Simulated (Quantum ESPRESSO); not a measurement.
# Wannier-interpolated electron–phonon scattering in Os (P6_3/mmc)

Aim: the electron–phonon coupling and the phonon-limited resistivity of Os (P6_3/mmc), by Wannier interpolation to fine meshes.

Program: Quantum ESPRESSO 7.5. Level of theory: DFT LDA, scalar-relativistic, plane waves, PseudoDojo 0.4.1 norm-conserving pseudopotentials. Results are calculated unless marked as measured.

Experimental background.

“CRC Handbook of Chemistry and Physics, 84th edition, Electrical Resistivity of Pure Metals” (2003, CRC Press, section 12, read from Wikipedia's data page) quotes from earlier work for Os (bulk crystal): resistivity at 273 K 8.1 μΩ cm.

For Os (bulk crystal), “List of superconductors” (2026, Wikipedia's table of superconducting elements, as read in December) quotes earlier work: superconducting transition temperature (bulk, normal pressure) 0.65 K.

### Step 1. Set-up

It takes space group P6_3/mmc (No. 194, hexagonal). Conventional cell: a = 2.734 Å, b = 2.734 Å, c = 4.320 Å, α = 90.00°, β = 90.00°, γ = 120.00°. Nearest to Os lie 12 Os at 2.68 to 2.73 Å.

As a file:

```cif
data_structure
_symmetry_space_group_name_H-M 'P6_3/mmc'
_symmetry_Int_Tables_number 194
_cell_length_a 2.7341
_cell_length_b 2.7341
_cell_length_c 4.3197
_cell_angle_alpha 90.000
_cell_angle_beta 90.000
_cell_angle_gamma 120.000
_cell_volume 27.96
loop_
_atom_site_label
_atom_site_type_symbol
_atom_site_symmetry_multiplicity
_atom_site_Wyckoff_symbol
_atom_site_fract_x
_atom_site_fract_y
_atom_site_fract_z
_atom_site_occupancy
Os1 Os 2 c 0.33333 0.66667 0.25000 1
```

### Step 2. Relaxation

The cell is relaxed under the functional used for all that follows.

relax.in reads:

```
 &control
    calculation='vc-relax',
    prefix='x',
    outdir='./tmp',
    pseudo_dir='./pseudo',
    tprnfor=.true.,
    tstress=.true.,
    etot_conv_thr=1.0d-05,
    forc_conv_thr=4.0d-04,
 /
 &system
    ibrav=0,
    nat=2,
    ntyp=1,
    ecutwfc=74.0,
    occupations='smearing',
    smearing='mv',
    degauss=0.02,
 /
 &electrons
    conv_thr=1.0d-11,
 /
 &ions
 /
 &cell
    press_conv_thr=0.4,
 /
ATOMIC_SPECIES
 Os    190.2300  Os.upf
CELL_PARAMETERS angstrom
     2.734100000    0.000000000    0.000000000
    -1.367050000    2.367800056    0.000000000
     0.000000000    0.000000000    4.319700000
ATOMIC_POSITIONS crystal
 Os     0.333333333   0.666666667   0.250000000
 Os     0.666666667   0.333333333   0.750000000
K_POINTS automatic
 8 8 4 0 0 0
```

The run is started by

```bash
$ OMP_NUM_THREADS=1 mpirun -n 8 pw.x -nk 8 -in relax.in > relax.out
```

The runs that follow: ground state; phonons on the coarse mesh; bands for the check; states on the coarse mesh; wannier functions and couplings; coupling and Tc: fine k 16×16×8, q 8×8×4, width 0.15 eV, window 0.61 eV; resistivity: fine k 20×20×10, q 10×10×5, adaptive width, window 0.32 eV; coupling and Tc, input with a fault, fine q mesh 14×14×8, fine mesh 14×14×8; resistivity: fine k 26×26×14, q 13×13×7, adaptive width, window 0.32 eV; coupling and Tc: fine k 26×26×14, q 13×13×7, width 0.1 eV, window 0.41 eV; resistivity: fine k 32×32×18, q 16×16×9, adaptive width, window 0.32 eV; coupling and Tc: fine k 26×26×14, q 13×13×7, width 0.05 eV, window 0.3 eV; coupling and Tc: fine k 32×32×18, q 16×16×9, width 0.1 eV, window 0.41 eV; resistivity: fine k 38×38×22, q 19×19×11, adaptive width, window 0.32 eV. Settings of the main run: cutoff 1006.8 eV, cold occupations, smearing width 0.2721 eV, n Wannier 18, projections Os: s;p;d, frozen window top 2.5 eV over the Fermi level, coarse k mesh 8×8×4, 4×4×2 q-mesh, 8×8×4 k-mesh, fine q mesh 19×19×11, fine mesh 38×38×22, delta width 0 eV; 0 is adaptive, window 0.32 eV, temperatures (150, 200, 273, 300, 400, 500) K.

What does the calculation give for the resistivity at 300 K, 38×38×22?

On the finest meshes run, Os (P6_3/mmc) has λ = 0.44 and a phonon-limited resistivity of 6.83 μΩ cm at 300 K. The last refinement of the mesh moved the resistivity by 11 %, so it is not converged, and no rank of the meshes against a measured value means much. On the finest mesh the adaptive width still reaches 0.30 eV against a window of 0.32 eV; the window, which cuts off final states, was not widened.

* Wannier functions, band error: 18 functions; 6 meV r.m.s.
* coupling constant λ, fine k 32×32×18, q 16×16×9, width 0.1 eV, window 0.41 eV: 0.444
* ħω_log: 20.5 meV
* Tc at μ* = 0.13, Allen–Dynes: 0.91 K
* resistivity at 300 K, 20×20×10: 10.3 μΩ cm
* resistivity at 300 K, 26×26×14: 9.52 μΩ cm
* resistivity at 300 K, 32×32×18: 7.68 μΩ cm
* resistivity at 300 K, 38×38×22: 6.83 μΩ cm

The Eliashberg Tc is interpolated in log T between temperatures a factor of two apart, and its μ* acts up to a cut-off of 0.3 eV, so it weighs less than the same number in Allen and Dynes's formula. Over the sums on sound settings, λ spans 0.404 to 0.493, and the Allen–Dynes Tc 0.47 to 1.7 K. Between 150 and 500 K the resistivity rises by a factor of 3.34, against 3.33 for a straight line through the origin. The rows at 150, 200, 273 and 300 K moved by more than 10 % in the last refinement. At 300 K the components are 7.22, 7.22 and 6.06 μΩ cm (xx, yy, zz); the mean is quoted. Spin–orbit coupling is left out, though Os is heavy. The q mesh of ph.x (4×4×2), the k mesh and smearing of the ground state (8×8×4) and EPW's coarse k mesh (8×8×4) were not varied. Only scattering by harmonic phonons counts; impurities, grain boundaries and thermal expansion are left out, and μ* is typed.

Comparison with the measured values:

| quantity | measured | 26×26×14 | 32×32×18 | 38×38×22 | Allen–Dynes | Eliashberg |
| --- | --- | --- | --- | --- | --- | --- |
| resistivity at 273 K (computed: phonon part alone) (μΩ cm) | 8.1 | 8.77 (+8.3 %) | 7.07 (-12.7 %) | 6.20 (-23.4 %) | - | - |
| superconducting transition temperature (μ* = 0.13) (kelvin) | 0.65 | - | - | - | 0.91 (+40.4 %) | 1.77 (+172.2 %) |

Measured values from CRC Press, section 12, read from Wikipedia's data page (2003) and Wikipedia's table of superconducting elements, as read in December (2026).

How well it matches: For the resistivity at 273 K, of the levels listed nearest comes 26×26×14 (+8.3 %, fair agreement) and farthest 38×38×22 (-23.4 %, a clear miss). For the superconducting transition temperature, of the levels listed nearest comes Allen–Dynes (+40.4 %, a clear miss) and farthest Eliashberg (+172.2 %, a clear miss). Limits of convergence are named above.

[The logs of pw.x and epw.x are selected lines.]

[Logs are printed without paths, hosts, clocks, repeated set-up lines and the standing remarks that a program may print on its own settings, such as how far it seeks lower states.]

[Hosts, paths, dates, database ids (printed as entryN), source tags and the programs' standing remarks are cut or masked in the printed files.]
